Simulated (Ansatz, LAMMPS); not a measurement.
# Elastic response of amorphous 64HfO2-36SiO2 (mol %) (84 atoms), part 3 of 4

How stiff is amorphous 64HfO2-36SiO2 (mol %) (84 atoms), and how do its levels respond to strain?

Ansatz 0.2.0; Kohn-Sham DFT, PBE, PAW (set soft_2), plane waves.

The cell: 18 Hf, 10 Si and 56 O. The quench rate of 50 K/ps far exceeds what a furnace or splat quench reaches. The network of bonds at the start is that of the classical potential that made the cell. Only the Γ point is sampled. The levels lack spin–orbit coupling.

So far. Step 2 (Single point at the start): The r.m.s. force at the start is 0.99 eV/Å. Step 3 (Cell and atoms relaxed): The relaxation converged after 21 steps, with a largest force component of 0.028 eV/Å.

## 5. Volume -3 %

The relaxed cell is scaled evenly and the atoms are relaxed again; the stress at the end gives one point of P(V).

input.yaml

```yaml
crystal:
  lattice:
    - [10.29048, 0.2006, -0.11451]
    - [0.2006, 10.34173, -0.11995]
    - [-0.11451, -0.11995, 10.25289]
  atoms:
    [... the 84 atom lines of step 4 ...]
kpoints:
  mp_grid: { grid: [1, 1, 1] }
hamiltonian:
  xc: pbe
scf:
  occupations: { method: gaussian, width: 0.025 }
output:
  forces: true
  eigenvalues: true
  stress: true
relax:
  f_tol: 0.05
  max_steps: 70
```

Started as:

```console
> ansatz run input.yaml --threads 4 --pin off --max-ram 8192MiB --backend cpu --events-out ev --progress --plain --runs-dir out
```

Numbers of over 12 decimals in the logs are rounded to 6 here.

Log:

```text
Warning: output.stress: scf.convergence.dr2_threshold = 1e-7 eV (the SCF's general default) is looser than the 8.4e-9 eV advised for a printed stress (1e-10 eV for each atom of the cell: 84). What an SCF threshold leaves in a stress goes as its square root, and in the free energy as the threshold itself, and one threshold admits the most on a small cell: [...]
[...]
Crystal: 84 atoms, lattice volume = 1090.436 Å³
Basis set: ecut = 420 eV, 21271 PW (Γ), exchange–correlation on 144×144×144 points (8 copies of the dense FFT grid, shifted against one another)
Bands: 507, of which v1, the nominal top of the filled ones, is band 422 counted from 1 (421 counted from 0)
Symmetry: 1 space group operations
[...]
k-points: 1
[...]
SCF iter   1: F=—  HF=-321239.011898 eV  |F-HF|=—  |Δ(HF+E_count)|=         —  Δρ=3.67e-3  dr2=1.78e-1  ethr=1.77e-3  ⟨swp⟩=6.0  Hψ=1879  notcnv=0  defer=57
[...]
SCF iter   6: F=-321238.996881 eV  HF=-321238.996871 eV  |F-HF|=1.00e-5  |Δ(HF+E_count)|=   2.77e-5  Δρ=4.53e-5  dr2=2.70e-5  ethr=7.41e-9  ⟨swp⟩=11.0  Hψ=2570  notcnv=0
SCF 1 converged in 6 iterations: F = -321238.996881 eV  dr2 = 2.70e-5
[...]
relax step   1: F+E_penalty+E_count = -321238.99688112 eV  Δ(F+E_penalty+E_count) = +0.000e0 eV  max|allowed force component| = 4.763e-1 eV/Å  Δτ_max = 0.0000 Å  (6 SCF iters, dr2 threshold 6.25e-5 eV, accepted)
[...]
relax step   2: F+E_penalty+E_count = -321239.20145232 eV  Δ(F+E_penalty+E_count) = -2.046e-1 eV  max|allowed force component| = 2.697e-1 eV/Å  Δτ_max = 0.0505 Å  (7 SCF iters, dr2 threshold 1.42e-5 eV, accepted)
[...]
relax step   3: F+E_penalty+E_count = -321239.26549352 eV  Δ(F+E_penalty+E_count) = -6.404e-2 eV  max|allowed force component| = 1.817e-1 eV/Å  Δτ_max = 0.0358 Å  (7 SCF iters, dr2 threshold 4.55e-6 eV, accepted)
relax step   4: F+E_penalty+E_count = -321239.21381296 eV  Δ(F+E_penalty+E_count) = +5.168e-2 eV  max|allowed force component| = 5.539e-1 eV/Å  Δτ_max = 0.2000 Å  (8 SCF iters, dr2 threshold 1.06e-5 eV, rejected (line search))
relax step   5: F+E_penalty+E_count = -321239.31271623 eV  Δ(F+E_penalty+E_count) = -4.722e-2 eV  max|allowed force component| = 5.773e-2 eV/Å  Δτ_max = 0.1000 Å  (10 SCF iters, accepted)
[...]
relax step   6: F+E_penalty+E_count = -321239.31576514 eV  Δ(F+E_penalty+E_count) = -3.049e-3 eV  max|allowed force component| = 2.828e-2 eV/Å  Δτ_max = 0.0414 Å  (9 SCF iters, accepted)
SCF converged after 9 iterations
Free energy (F): -321239.315765 eV
[...]
Internal energy: -321239.315765 eV  (E = F + TS)
E sigma→0 (E₀):  -321239.315765 eV
Fermi energy:    10.768811 eV
[...]
--- Forces (eV/Å), atoms counted from 1 ---
  atom   1  Hf    -0.01600183    -0.01317056    -0.00895469
  atom   2  Hf    -0.01831095    -0.02637898    -0.00594203
  atom   3  Hf    -0.01164205     0.02243418    -0.00494889
  atom   4  Hf     0.00502382     0.01401882     0.01303681
  atom   5  Hf     0.00636824     0.00347534    -0.00405919
  atom   6  Hf     0.01250618    -0.00974180     0.00075808
  atom   7  Hf    -0.00099820    -0.00470636    -0.00445416
  atom   8  Hf    -0.01217919    -0.01057449     0.01363502
  atom   9  Hf     0.02298678     0.01406529    -0.02789665
  atom  10  Hf    -0.00624861    -0.00210820    -0.00876273
  atom  11  Hf     0.01563426     0.02201886    -0.00601874
  atom  12  Hf    -0.01127207    -0.01218277     0.00799468
  atom  13  Hf     0.00199334     0.01112463     0.00798939
  atom  14  Hf    -0.00599414    -0.01243268     0.01915782
[...]
atom  83  O     -0.00254600    -0.00333297    -0.00092775
  atom  84  O      0.00270381     0.00039218    -0.00443900
  max |Σ_I F_I| component: 1.23e-4 eV/Å
--- Stress (GPa, compression-positive) ---
        2.842959      -0.028085      -0.141698
       -0.028084       3.135906      -0.179449
       -0.141698      -0.179449       2.960099
  P = ⅓ Tr σ = 2.9797 GPa (29.797 kbar)
--- Band table (eV) ---
[...]
--- Relaxed structure (6 steps of the walk, 5 accepted, 0 SCFs on fresh bases) ---
  F+E_penalty+E_count = -321239.31576514 eV   max|allowed force component| = 2.828e-2 eV/Å
  atoms:
    - { symbol: Hf, position: [0.138324, 0.350918, 0.089594] }
    - { symbol: Hf, position: [0.847365, 0.193812, 0.618830] }
    - { symbol: Hf, position: [0.331126, 0.118165, 0.571925] }
    - { symbol: Hf, position: [0.075777, 0.627647, 0.310650] }
[...]
- { symbol: O, position: [0.463354, 0.415266, 0.477342] }
```

Elapsed: 1.8 min, on 4 threads of Arm Neoverse V2, shared host; peak memory 1.9 GiB; 7 min of CPU time.

The program notes that the SCF threshold is loose for the stress.

The relaxation converged after 6 steps, 0.319 eV below its start, with a largest force component of 0.028 eV/Å.

Volume -3 %: the energy stands 0.315 eV above that of the reference, at a pressure of 2.98 GPa.

## 6. Volume +3 %

The relaxed cell is scaled to another volume.

Input and log are left out; they have the form of those shown for this kind of step.

Run time: 100 s. Hardware: 4 threads of Arm Neoverse V2, shared host; peak memory 1.9 GiB; 6.3 min of CPU time.

The relaxation converged after 6 steps, 0.274 eV below its start, with a largest force component of 0.042 eV/Å.

Volume +3 %: the energy stands 0.294 eV above that of the reference, at a pressure of -2.75 GPa.

## 7. Volume -6 %

The relaxed cell is scaled to another volume.

Input and log are left out; they have the form of those shown for this kind of step.

Elapsed: 3 min, on 4 threads of Arm Neoverse V2, shared host; peak memory 1.9 GiB; 11 min of CPU time.

The relaxation converged after 10 steps, 1.42 eV below its start, with a largest force component of 0.042 eV/Å.

Volume -6 %: the energy stands 1.23 eV above that of the reference, at a pressure of 5.90 GPa.

## 8. Volume +6 %

The relaxed cell is scaled to another volume.

Input and log are left out; they have the form of those shown for this kind of step.

It took 4.1 min on 4 threads of Arm Neoverse V2, shared host; peak memory 2 GiB.

The relaxation converged after 14 steps, 1.21 eV below its start, with a largest force component of 0.016 eV/Å.

Volume +6 %: the energy stands 0.954 eV above that of the reference, at a pressure of -4.25 GPa.

## 9. Volume -10 %

The relaxed cell is scaled to another volume.

Input and log are left out; they have the form of those shown for this kind of step.

Wall time 3.5 min (4 threads of Arm Neoverse V2, shared host); peak memory 1.8 GiB.

The relaxation converged after 13 steps, 4.33 eV below its start, with a largest force component of 0.016 eV/Å.

Volume -10 %: the energy stands 3.60 eV above that of the reference, at a pressure of 11.3 GPa.

## 10. Stretched by 1 % along x

The relaxed cell is strained along x alone, which gives the stiffness along x and its coupling to y and z.

input.yaml, the sections that differ from step 5:

```yaml
crystal:
  lattice:
    - [10.49944, 0.20265, -0.11568]
    - [0.20468, 10.44727, -0.12117]
    - [-0.11684, -0.12117, 10.35752]
  atoms:
    [... the 84 atom lines of step 4 ...]
# kpoints, hamiltonian, scf, output, relax: as in step 5
```

Log:

```text
[...]
Crystal: 84 atoms, lattice volume = 1135.402 Å³
Basis set: ecut = 420 eV, 22205 PW (Γ), exchange–correlation on 144×144×144 points (8 copies of the dense FFT grid, shifted against one another)
Bands: 507, of which v1, the nominal top of the filled ones, is band 422 counted from 1 (421 counted from 0)
Symmetry: 1 space group operations
[...]
k-points: 1
[...]
SCF iter   1: F=—  HF=-321239.522025 eV  |F-HF|=—  |Δ(HF+E_count)|=         —  Δρ=3.51e-3  dr2=1.67e-1  ethr=1.77e-3  ⟨swp⟩=6.0  Hψ=1797  notcnv=0  defer=56
[...]
SCF iter   6: F=-321239.513772 eV  HF=-321239.513763 eV  |F-HF|=8.77e-6  |Δ(HF+E_count)|=   2.01e-5  Δρ=4.56e-5  dr2=2.75e-5  ethr=7.41e-9  ⟨swp⟩=14.0  Hψ=2642  notcnv=0
SCF 1 converged in 6 iterations: F = -321239.513772 eV  dr2 = 2.75e-5
[...]
relax step   1: F+E_penalty+E_count = -321239.51377176 eV  Δ(F+E_penalty+E_count) = +0.000e0 eV  max|allowed force component| = 3.440e-1 eV/Å  Δτ_max = 0.0000 Å  (6 SCF iters, dr2 threshold 6.25e-5 eV, accepted)
[...]
relax step   2: F+E_penalty+E_count = -321239.55066337 eV  Δ(F+E_penalty+E_count) = -3.689e-2 eV  max|allowed force component| = 2.246e-1 eV/Å  Δτ_max = 0.0248 Å  (6 SCF iters, dr2 threshold 7.40e-6 eV, accepted)
[...]
relax step   3: F+E_penalty+E_count = -321239.56452587 eV  Δ(F+E_penalty+E_count) = -1.386e-2 eV  max|allowed force component| = 7.672e-2 eV/Å  Δτ_max = 0.0110 Å  (6 SCF iters, dr2 threshold 3.15e-6 eV, accepted)
relax step   4: F+E_penalty+E_count = -321239.56367347 eV  Δ(F+E_penalty+E_count) = +8.524e-4 eV  max|allowed force component| = 2.441e-1 eV/Å  Δτ_max = 0.0673 Å  (9 SCF iters, rejected (line search))
[...]
relax step   5: F+E_penalty+E_count = -321239.57114843 eV  Δ(F+E_penalty+E_count) = -6.623e-3 eV  max|allowed force component| = 2.336e-2 eV/Å  Δτ_max = 0.0235 Å  (9 SCF iters, accepted)
SCF converged after 9 iterations
Free energy (F): -321239.571148 eV
[...]
Internal energy: -321239.571148 eV  (E = F + TS)
E sigma→0 (E₀):  -321239.571148 eV
Fermi energy:    10.156946 eV
[...]
--- Forces (eV/Å), atoms counted from 1 ---
  atom   1  Hf    -0.00168115     0.00308890     0.00096987
  atom   2  Hf    -0.00008599    -0.01743193     0.00051974
  atom   3  Hf    -0.01281985    -0.00866474     0.00433521
  atom   4  Hf     0.01726618     0.00558977     0.00348464
  atom   5  Hf     0.00055472    -0.01089858     0.00613601
  atom   6  Hf    -0.01456251    -0.01645884    -0.00286290
  atom   7  Hf     0.00268313     0.00179627     0.00123579
  atom   8  Hf     0.00089850     0.01196914    -0.00605343
  atom   9  Hf     0.00527121    -0.00360536    -0.00273656
  atom  10  Hf    -0.00712903     0.00747433     0.00252859
  atom  11  Hf    -0.00482504     0.00794151     0.00505957
  atom  12  Hf    -0.00098243     0.02291642    -0.00951555
  atom  13  Hf     0.00759744     0.00274572    -0.00284355
  atom  14  Hf     0.00604367     0.00690679     0.00352085
[...]
atom  83  O      0.00294180    -0.00869698    -0.00105757
  atom  84  O      0.00121415     0.00203519    -0.00152395
  max |Σ_I F_I| component: 3.68e-5 eV/Å
--- Stress (GPa, compression-positive) ---
       -1.712676       0.010796      -0.071890
        0.010797      -0.607819      -0.014613
       -0.071890      -0.014613      -0.590964
  P = ⅓ Tr σ = -0.9705 GPa (-9.705 kbar)
--- Band table (eV) ---
[...]
--- Relaxed structure (5 steps of the walk, 4 accepted, 0 SCFs on fresh bases) ---
  F+E_penalty+E_count = -321239.57114843 eV   max|allowed force component| = 2.336e-2 eV/Å
  atoms:
    - { symbol: Hf, position: [0.135079, 0.348567, 0.092530] }
    - { symbol: Hf, position: [0.845834, 0.192647, 0.621754] }
    - { symbol: Hf, position: [0.330169, 0.121300, 0.568965] }
    - { symbol: Hf, position: [0.077279, 0.629326, 0.311647] }
[...]
- { symbol: O, position: [0.463579, 0.411808, 0.476164] }
```

The job ended after 86 s (4 threads; peak memory 1.9 GiB; 5.5 min of CPU time).

The relaxation converged after 5 steps, 0.0574 eV below its start, with a largest force component of 0.023 eV/Å.

Stretched by 1 % along x: the energy stands 0.0596 eV above that of the reference, at a pressure of -0.970 GPa.

## 11. Compressed by 1 % along x

The relaxed cell is strained along x alone, which gives the stiffness along x and its coupling to y and z.

input.yaml, the sections that differ from step 10:

```yaml
crystal:
  lattice:
    - [10.29154, 0.20265, -0.11568]
    - [0.20062, 10.44727, -0.12117]
    - [-0.11452, -0.12117, 10.35752]
  atoms:
    [... the 84 atom lines of step 4 ...]
# kpoints, hamiltonian, scf, output, relax: as in step 10
```

Log:

```text
[...]
Crystal: 84 atoms, lattice volume = 1112.920 Å³
Basis set: ecut = 420 eV, 21749 PW (Γ), exchange–correlation on 144×144×144 points (8 copies of the dense FFT grid, shifted against one another)
Bands: 507, of which v1, the nominal top of the filled ones, is band 422 counted from 1 (421 counted from 0)
Symmetry: 1 space group operations
[...]
k-points: 1
[...]
SCF iter   1: F=—  HF=-321239.520397 eV  |F-HF|=—  |Δ(HF+E_count)|=         —  Δρ=3.57e-3  dr2=1.67e-1  ethr=1.77e-3  ⟨swp⟩=6.0  Hψ=1796  notcnv=0  defer=57
[...]
SCF iter   5: F=—  HF=-321239.509460 eV  |F-HF|=—  |Δ(HF+E_count)|=   2.15e-4  Δρ=1.52e-4  dr2=2.46e-4  ethr=9.94e-8  ⟨swp⟩=2.0  Hψ=849  notcnv=0  defer=77
SCF iter   6: F=-321239.509446 eV  HF=-321239.509436 eV  |F-HF|=9.91e-6  |Δ(HF+E_count)|=   2.38e-5  Δρ=4.44e-5  dr2=2.65e-5  ethr=7.41e-9  ⟨swp⟩=14.0  Hψ=2581  notcnv=0
SCF 1 converged in 6 iterations: F = -321239.509446 eV  dr2 = 2.65e-5
[...]
relax step   1: F+E_penalty+E_count = -321239.50944562 eV  Δ(F+E_penalty+E_count) = +0.000e0 eV  max|allowed force component| = 3.522e-1 eV/Å  Δτ_max = 0.0000 Å  (6 SCF iters, dr2 threshold 6.25e-5 eV, accepted)
[...]
relax step   2: F+E_penalty+E_count = -321239.55117118 eV  Δ(F+E_penalty+E_count) = -4.173e-2 eV  max|allowed force component| = 2.397e-1 eV/Å  Δτ_max = 0.0251 Å  (6 SCF iters, dr2 threshold 7.75e-6 eV, accepted)
[...]
relax step   3: F+E_penalty+E_count = -321239.56559538 eV  Δ(F+E_penalty+E_count) = -1.442e-2 eV  max|allowed force component| = 7.125e-2 eV/Å  Δτ_max = 0.0114 Å  (6 SCF iters, dr2 threshold 3.59e-6 eV, accepted)
relax step   4: F+E_penalty+E_count = -321239.54830973 eV  Δ(F+E_penalty+E_count) = +1.729e-2 eV  max|allowed force component| = 4.217e-1 eV/Å  Δτ_max = 0.1182 Å  (9 SCF iters, rejected (line search))
[...]
relax step   5: F+E_penalty+E_count = -321239.57133418 eV  Δ(F+E_penalty+E_count) = -5.739e-3 eV  max|allowed force component| = 4.268e-2 eV/Å  Δτ_max = 0.0253 Å  (9 SCF iters, accepted)
SCF converged after 9 iterations
Free energy (F): -321239.571334 eV
[...]
Internal energy: -321239.571334 eV  (E = F + TS)
E sigma→0 (E₀):  -321239.571334 eV
Fermi energy:    10.454939 eV
[...]
Σ components = -321239.571334   (vs F -321239.571334, Δ=0.00e0)
--- Forces (eV/Å), atoms counted from 1 ---
  atom   1  Hf    -0.01680037     0.00486383     0.00663862
  atom   2  Hf     0.02328776    -0.00694065    -0.01727025
  atom   3  Hf    -0.00418490     0.00863563    -0.00719193
  atom   4  Hf    -0.02477008     0.00428421     0.01316116
[...]
atom  84  O      0.00746154     0.00491384     0.00210144
  max |Σ_I F_I| component: 1.12e-4 eV/Å
--- Stress (GPa, compression-positive) ---
        1.670556       0.036193       0.084104
        0.036194       0.626061       0.000875
        0.084104       0.000875       0.515320
  P = ⅓ Tr σ = 0.9373 GPa (9.373 kbar)
--- Band table (eV) ---
[...]
--- Relaxed structure (5 steps of the walk, 4 accepted, 0 SCFs on fresh bases) ---
  F+E_penalty+E_count = -321239.57133418 eV   max|allowed force component| = 4.268e-2 eV/Å
  atoms:
    - { symbol: Hf, position: [0.136468, 0.349057, 0.090388] }
    - { symbol: Hf, position: [0.846662, 0.192033, 0.620286] }
    - { symbol: Hf, position: [0.329938, 0.119470, 0.569130] }
    - { symbol: Hf, position: [0.076461, 0.627749, 0.311397] }
[...]
- { symbol: O, position: [0.462874, 0.413487, 0.477808] }
```

Wall time 87 s (4 threads); peak memory 1.9 GiB.

The relaxation converged after 5 steps, 0.0619 eV below its start, with a largest force component of 0.043 eV/Å.

Compressed by 1 % along x: the energy stands 0.0594 eV above that of the reference, at a pressure of 0.937 GPa.

(Continued in part 4 of 4.)

[Logs are printed without paths, hosts, clocks, repeated set-up lines and the standing remarks that a program may print on its own settings, such as how far it seeks lower states.]

[Hosts, paths, dates, database ids (printed as entryN), source tags and the programs' standing remarks are cut or masked in the printed files.]
